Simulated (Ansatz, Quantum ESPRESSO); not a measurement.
# Al2O2, 1 layer: biaxial strain by an ASE script, part 2 of 2

Wanted: deformation of the bands of Al2O2, 1 layer, driven from Python.

Quantum ESPRESSO 7.5; plane-wave DFT, PBE, GBRV ultrasoft pseudopotentials; geometry by Ansatz 0.2.0 with PAW datasets.

So far: The structure; Relaxation with Ansatz.

## (3) Running the series

Under ESM bc1 levels count from the vacuum, or from the mean of the two vacuum levels where the sheet has a dipole, so band edges at unlike strains can be compared.

Level of this step: plane-wave DFT, PBE, GBRV ultrasoft pseudopotentials (Quantum ESPRESSO 7.5).

run.py reads:

```python
import json
import numpy as np
from ase import Atoms
from ase.calculators.espresso import Espresso, EspressoProfile

profile = EspressoProfile(command='mpirun -n 2 pw.x -nk 2', pseudo_dir='../pseudo')
pseudopotentials = {'Al': 'al_pbe_v1.uspp.F.UPF', 'O': 'o_pbe_v1.2.uspp.F.UPF'}
system = {'ecutwfc': 40, 'ecutrho': 200, 'occupations': 'smearing', 'smearing': 'fd', 'degauss': 0.002}


def calculator(name, kpts, **extra):
    data = dict(control=dict(tprnfor=True, verbosity='high', disk_io='none'),
                system=system | extra,
                electrons=dict(conv_thr=1e-09, mixing_beta=0.4, mixing_mode='plain',
                               electron_maxstep=100))
    return Espresso(profile=profile, directory=name, pseudopotentials=pseudopotentials, kpts=kpts, input_data=data)


def centre(atoms):
    z = atoms.positions[:, 2]
    atoms.positions[:, 2] -= (z.max() + z.min()) / 2  # ESM wants the slab about z = 0
    return atoms

sheet = Atoms(
    ['O', 'Al', 'Al', 'O'],
    scaled_positions=[
        [0.3333333333, 0.6666666667, 0.3965205403],
        [0.0000000000, 0.0000000000, 0.4312637155],
        [0.0000000000, 0.0000000000, 0.5687362600],
        [0.3333333333, 0.6666666667, 0.6034794842]],
    cell=[
        [2.965936586047, 0.000000000000, 0.000000000000],
        [-1.482968293024, 2.568576429531, 0.000000000000],
        [0.000000000000, 0.000000000000, 19.071142634700]],
    pbc=True)

rows = []
for strain in [-0.03, -0.015, 0.0, 0.015, 0.03]:
    atoms = sheet.copy()
    atoms.set_cell(sheet.cell.array * [[1 + strain], [1 + strain], [1]], scale_atoms=True)
    atoms = centre(atoms)
    atoms.calc = calculator(f's{strain:+.3f}', (18, 18, 1), assume_isolated='esm', esm_bc='bc1', nbnd=13)
    energy = atoms.get_potential_energy()
    levels = np.array([atoms.calc.get_eigenvalues(kpt=i) for i in range(len(atoms.calc.get_ibz_k_points()))])
    top, bottom = levels[:, 8].max(), levels[:, 9].min()
    direct = (levels[:, 9] - levels[:, 8]).min()
    rows.append([strain, energy, top, bottom, direct])
    print(f'strain {strain:+.3f}: E = {energy:.5f} eV, valence top {top:.3f}, conduction bottom {bottom:.3f}, '
          f'gap {bottom - top:.3f}, least direct gap {direct:.3f} eV')

x, energy, top, bottom, direct = np.array(rows).T
area = np.linalg.norm(np.cross(*sheet.cell[:2]))
stiffness = np.polyfit(x, energy, 2)[0] / area * 16.0218  # C11 + C12, heights clamped
print(f'valence and conduction edges move by {np.polyfit(x, top, 1)[0]:.2f} and {np.polyfit(x, bottom, 1)[0]:.2f} eV per unit biaxial strain')
print(f'C11 + C12 with clamped heights: {stiffness:.1f} N/m')
json.dump(dict(rows=rows, stiffness=stiffness), open('result.json', 'w'))
```

The run is started by

```bash
> OMP_NUM_THREADS=1 python run.py
```

Log:

```text
strain -0.030: E = -1066.29912 eV, valence top -4.614, conduction bottom -3.520, gap 1.095, least direct gap 1.239 eV
strain -0.015: E = -1066.41040 eV, valence top -4.779, conduction bottom -3.564, gap 1.215, least direct gap 1.399 eV
strain +0.000: E = -1066.45044 eV, valence top -4.937, conduction bottom -3.608, gap 1.328, least direct gap 1.552 eV
strain +0.015: E = -1066.42754 eV, valence top -5.087, conduction bottom -3.652, gap 1.436, least direct gap 1.697 eV
strain +0.030: E = -1066.34926 eV, valence top -5.231, conduction bottom -3.694, gap 1.536, least direct gap 1.836 eV
valence and conduction edges move by -10.27 and -2.91 eV per unit biaxial strain
C11 + C12 with clamped heights: 295.1 N/m
```

Run time: 4.7 min. Hardware: 2 MPI ranks of Arm Neoverse V2, shared host; peak memory 0.29 GiB.

The input that ASE wrote for the first run, and its log:

```
&CONTROL
   verbosity        = 'high'
   tprnfor          = .true.
   disk_io          = 'none'
   pseudo_dir       = '../pseudo'
/
&SYSTEM
   nbnd             = 13
   ecutwfc          = 40
   ecutrho          = 200
   occupations      = 'smearing'
   degauss          = 0.002
   smearing         = 'fd'
   assume_isolated  = 'esm'
   esm_bc           = 'bc1'
   ntyp             = 2
   nat              = 4
   ibrav            = 0
/
&ELECTRONS
   electron_maxstep = 100
   conv_thr         = 1e-09
   mixing_mode      = 'plain'
   mixing_beta      = 0.4
/
&IONS
/
&CELL
/
&FCP
/
&RISM
/
ATOMIC_SPECIES
O 15.999 o_pbe_v1.2.uspp.F.UPF
Al 26.9815385 al_pbe_v1.uspp.F.UPF

K_POINTS automatic
18 18 1  0 0 0

CELL_PARAMETERS angstrom
2.87695848846559 0.00000000000000 0.00000000000000
-1.43847924423328 2.49151913664507 0.00000000000000
0.00000000000000 0.00000000000000 19.07114263470000

ATOMIC_POSITIONS angstrom
O -0.0000000001 1.6610127578 -1.9734717693  
Al 0.0000000000 0.0000000000 -1.3108797195  
Al 0.0000000000 0.0000000000 1.3108787850  
O -0.0000000001 1.6610127578 1.9734717693
```

```text
Program PWSCF v.7.5 starts
[citation notice left out]

     Parallel version (MPI & OpenMP), running on       2 processor cores
     Number of MPI processes:                 2
     Threads/MPI process:                     1

     MPI processes distributed on     1 nodes
[... 1 line left out ...]

Warning: card &CELL ignored
Warning: card &FCP ignored
Warning: card &RISM ignored

     Current dimensions of program PWSCF are:
     Max number of different atomic species (ntypx) = 10
     Max number of k-points (npk) =  40000
     Max angular momentum in pseudopotentials (lmaxx) =  4
     Message from routine setup:
     using ibrav=0 with symmetry is DISCOURAGED, use correct ibrav instead

     K-points division:     npool     =       2
     Subspace diagonalization in iterative solution of the eigenvalue problem:
     a serial algorithm will be used

     G-vector sticks info
     --------------------
     sticks:   dense  smooth     PW     G-vecs:    dense   smooth      PW
     Sum         421     313    109                44059    31321    5517

     Using Slab Decomposition

     bravais-lattice index     =            0
     lattice parameter (alat)  =       5.4367  a.u.
     unit-cell volume          =     922.5101 (a.u.)^3
     number of atoms/cell      =            4
     number of atomic types    =            2
     number of electrons       =        18.00
     number of Kohn-Sham states=           13
     kinetic-energy cutoff     =      40.0000  Ry
     charge density cutoff     =     200.0000  Ry
     scf convergence threshold =      1.0E-09
     mixing beta               =       0.4000
     number of iterations used =            8  plain     mixing
     Exchange-correlation= SLA  PW   PBE  PBE
                           (   1   4   3   4   0   0   0)

     Effective Screening Medium Method
     =================================
     Boundary Conditions: Vacuum-Slab-Vacuum
     total charge in unit cell        =   0.0000
     grid points for fit at edges     =        4

[... 10 lines left out ...]
     PseudoPot. # 1 for O  read from file:
     ../pseudo/o_pbe_v1.2.uspp.F.UPF
     Pseudo is Ultrasoft + core correction, Zval =  6.0
     Generated by new atomic code, or converted to UPF format
     Using radial grid of  737 points,  5 beta functions with:
                l(1) =   0
                l(2) =   0
                l(3) =   1
                l(4) =   1
                l(5) =   2
     Q(r) pseudized with  8 coefficients,  rinner =    0.900   0.900   0.900
                                                       0.900   0.900

     PseudoPot. # 2 for Al read from file:
     ../pseudo/al_pbe_v1.uspp.F.UPF
     Pseudo is Ultrasoft + core correction, Zval =  3.0
     Generated by new atomic code, or converted to UPF format
     Using radial grid of  893 points,  3 beta functions with:
                l(1) =   0
                l(2) =   1
                l(3) =   2
[... 856 lines left out ...]
     estimated scf accuracy    <          7.2E-11 Ry
     smearing contrib. (-TS)   =      -0.00000000 Ry
     internal energy E=F+TS    =     -78.37154697 Ry

     The total energy is F=E-TS. E is the sum of the following terms:
     one-electron contribution =     607.21919278 Ry
     hartree contribution      =    -300.88483375 Ry
     xc contribution           =     -23.63483348 Ry
     ewald contribution        =    -361.07107252 Ry

     convergence has been achieved in  23 iterations

     negative rho (up, down):  3.371E-04 0.000E+00

     Forces acting on atoms (cartesian axes, Ry/au):

     atom    1 type  1   force =    -0.00000000    0.00000000   -0.02687533
     atom    2 type  2   force =     0.00000000    0.00000000    0.02718963
     atom    3 type  2   force =     0.00000000    0.00000000   -0.02718963
     atom    4 type  1   force =     0.00000000    0.00000000    0.02687533
     The non-local contrib.  to forces
     atom    1 type  1   force =     0.00000000    0.00000000    0.82418021
     atom    2 type  2   force =     0.00000000    0.00000000   -0.05089287
     atom    3 type  2   force =     0.00000000    0.00000000    0.05089287
     atom    4 type  1   force =     0.00000000    0.00000000   -0.82418021
     The ionic contribution  to forces
     atom    1 type  1   force =     0.00000000   -0.00000000  -32.07846513
     atom    2 type  2   force =    -0.00000000    0.00000000   -7.71405831
     atom    3 type  2   force =    -0.00000000    0.00000000    7.71405262
     atom    4 type  1   force =     0.00000000   -0.00000000   32.07847081
     The local contribution  to forces
     atom    1 type  1   force =     0.00000001   -0.00000000   31.23062767
     atom    2 type  2   force =    -0.00000000   -0.00000000    7.79032944
     atom    3 type  2   force =    -0.00000000   -0.00000000   -7.79032074
     atom    4 type  1   force =     0.00000001   -0.00000000  -31.23062796
     The core correction contribution to forces
     atom    1 type  1   force =     0.00000000   -0.00000000   -0.00323189
     atom    2 type  2   force =     0.00000000    0.00000000    0.00180752
     atom    3 type  2   force =     0.00000000    0.00000000   -0.00180779
     atom    4 type  1   force =     0.00000000   -0.00000000    0.00323189
     The Hubbard contrib.    to forces
     atom    1 type  1   force =     0.00000000    0.00000000    0.00000000
     atom    2 type  2   force =     0.00000000    0.00000000    0.00000000
     atom    3 type  2   force =     0.00000000    0.00000000    0.00000000
     atom    4 type  1   force =     0.00000000    0.00000000    0.00000000
     The SCF correction term to forces
     atom    1 type  1   force =     0.00000000    0.00000000    0.00001650
     atom    2 type  2   force =    -0.00000000   -0.00000000    0.00000523
     atom    3 type  2   force =    -0.00000000   -0.00000000   -0.00000523
     atom    4 type  1   force =     0.00000000    0.00000000   -0.00001650

     Total force =     0.054066     Total SCF correction =     0.000024
     Message from routine punch:
     Nothing written, as per user request (disk_io='none')

[... 1 line left out ...]

[... 1 line left out ...]

[... 1 line left out ...]

[... 3 lines left out ...]

[... 1 line left out ...]

[... 2 lines left out ...]

[... 1 line left out ...]

[... 1 line left out ...]

=------------------------------------------------------------------------------=
   JOB DONE.
=------------------------------------------------------------------------------=
```

This step gave:

| Item | Value |
| --- | --- |
| biaxial stiffness | 295.1 N/m |

The band edge from the vacuum level by biaxial strain:

| biaxial strain (%) | valence top (eV) | conduction bottom (eV) |
| --- | --- | --- |
| -3.00 | -4.61 | -3.52 |
| -1.50 | -4.78 | -3.56 |
| 0.00 | -4.94 | -3.61 |
| 1.50 | -5.09 | -3.65 |
| 3.00 | -5.23 | -3.69 |

Table of gap by biaxial strain:

| biaxial strain (%) | on the mesh (eV) | least direct (eV) |
| --- | --- | --- |
| -3.00 | 1.09 | 1.24 |
| -1.50 | 1.22 | 1.40 |
| 0.00 | 1.33 | 1.55 |
| 1.50 | 1.44 | 1.70 |
| 3.00 | 1.54 | 1.84 |

Energy over the lowest against biaxial strain:

| biaxial strain (%) | energy over the lowest (meV) |
| --- | --- |
| -3.00 | 151 |
| -1.50 | 40.0 |
| 0.00 | 0 |
| 1.50 | 22.9 |
| 3.00 | 101 |

## (4) Running the series: PBE, SSSP efficiency

Level of this step: plane-wave DFT, PBE, SSSP efficiency pseudopotentials (Quantum ESPRESSO 7.5).

run.py, as its differences from the input of step 3:

```diff
@@ -6,4 +6,4 @@
 profile = EspressoProfile(command='mpirun -n 2 pw.x -nk 2', pseudo_dir='../pseudo')
-pseudopotentials = {'Al': 'al_pbe_v1.uspp.F.UPF', 'O': 'o_pbe_v1.2.uspp.F.UPF'}
-system = {'ecutwfc': 40, 'ecutrho': 200, 'occupations': 'smearing', 'smearing': 'fd', 'degauss': 0.002}
+pseudopotentials = {'Al': 'Al.pbe-n-kjpaw_psl.1.0.0.UPF', 'O': 'O.pbe-n-kjpaw_psl.0.1.UPF'}
+system = {'ecutwfc': 45, 'ecutrho': 360, 'occupations': 'smearing', 'smearing': 'fd', 'degauss': 0.002}
```

The run is started by

```bash
> OMP_NUM_THREADS=1 python run.py
```

Log:

```text
strain -0.030: E = -2213.64025 eV, valence top -4.612, conduction bottom -3.551, gap 1.061, least direct gap 1.189 eV
strain -0.015: E = -2213.75119 eV, valence top -4.774, conduction bottom -3.592, gap 1.183, least direct gap 1.351 eV
strain +0.000: E = -2213.79054 eV, valence top -4.930, conduction bottom -3.633, gap 1.297, least direct gap 1.506 eV
strain +0.015: E = -2213.76662 eV, valence top -5.079, conduction bottom -3.673, gap 1.406, least direct gap 1.654 eV
strain +0.030: E = -2213.68703 eV, valence top -5.221, conduction bottom -3.714, gap 1.508, least direct gap 1.795 eV
valence and conduction edges move by -10.16 and -2.72 eV per unit biaxial strain
C11 + C12 with clamped heights: 296.7 N/m
```

Wall time 4.9 min (2 MPI ranks); peak memory 0.64 GiB.

Read from the output:

```
biaxial stiffness : 296.7 N/m
```

Table of band edge from the vacuum level by biaxial strain:

| biaxial strain (%) | valence top (eV) | conduction bottom (eV) |
| --- | --- | --- |
| -3.00 | -4.61 | -3.55 |
| -1.50 | -4.77 | -3.59 |
| 0.00 | -4.93 | -3.63 |
| 1.50 | -5.08 | -3.67 |
| 3.00 | -5.22 | -3.71 |

The gap by biaxial strain:

| biaxial strain (%) | on the mesh (eV) | least direct (eV) |
| --- | --- | --- |
| -3.00 | 1.06 | 1.19 |
| -1.50 | 1.18 | 1.35 |
| 0.00 | 1.30 | 1.51 |
| 1.50 | 1.41 | 1.65 |
| 3.00 | 1.51 | 1.79 |

The energy over the lowest by biaxial strain:

| biaxial strain (%) | energy over the lowest (meV) |
| --- | --- |
| -3.00 | 150 |
| -1.50 | 39.4 |
| 0.00 | 0 |
| 1.50 | 23.9 |
| 3.00 | 104 |

## (5) Worked from the printed numbers

Under equal strain ε in the plane, E = A (C11 + C12) ε². From the points at ±1.5 %: d²E/dε² = (40.04 + 22.90 − 2 × 0.00) meV / 0.015² = 280 eV, and 280/(2 × 7.618 Å²) × 16.02 = 294 N/m.

## (6) Outcome

```json
{
  "C11 + C12, heights clamped, PBE, GBRV ultrasoft": "295 N/m",
  "gap on the mesh at zero strain, PBE, GBRV ultrasoft": "1.33 eV",
  "valence top below the vacuum at zero strain, PBE, GBRV ultrasoft": "4.94 eV",
  "shift of the valence top per unit biaxial strain, PBE, GBRV ultrasoft": "-10.3 eV",
  "shift of the conduction bottom per unit biaxial strain, PBE, GBRV ultrasoft": "-2.9 eV",
  "C11 + C12, heights clamped, PBE, SSSP efficiency": "297 N/m",
  "gap on the mesh at zero strain, PBE, SSSP efficiency": "1.30 eV",
  "valence top below the vacuum at zero strain, PBE, SSSP efficiency": "4.93 eV",
  "shift of the valence top per unit biaxial strain, PBE, SSSP efficiency": "-10.2 eV",
  "shift of the conduction bottom per unit biaxial strain, PBE, SSSP efficiency": "-2.7 eV"
}
```

**Reading.** The sheet's biaxial stiffness comes to 295 N/m and its gap at zero strain to 1.33 eV (PBE, GBRV ultrasoft). From −3 % to +3 % the gap on the mesh goes from 1.09 to 1.54 eV; it is indirect at every strain. Heights are clamped under strain, which makes a sheet with several atomic planes too stiff. Semilocal gaps are too small.

[Logs are printed without paths, hosts, clocks, repeated set-up lines and the standing remarks that a program may print on its own settings, such as how far it seeks lower states.]

[Hosts, paths, dates, database ids (printed as entryN), source tags and the programs' standing remarks are cut or masked in the printed files.]

[Maps of the electrostatic potential energy from Ansatz leave out the sawtooth potential of an applied field or a dipole correction, so their vacuum need not be flat; planar profiles and work functions include it.]
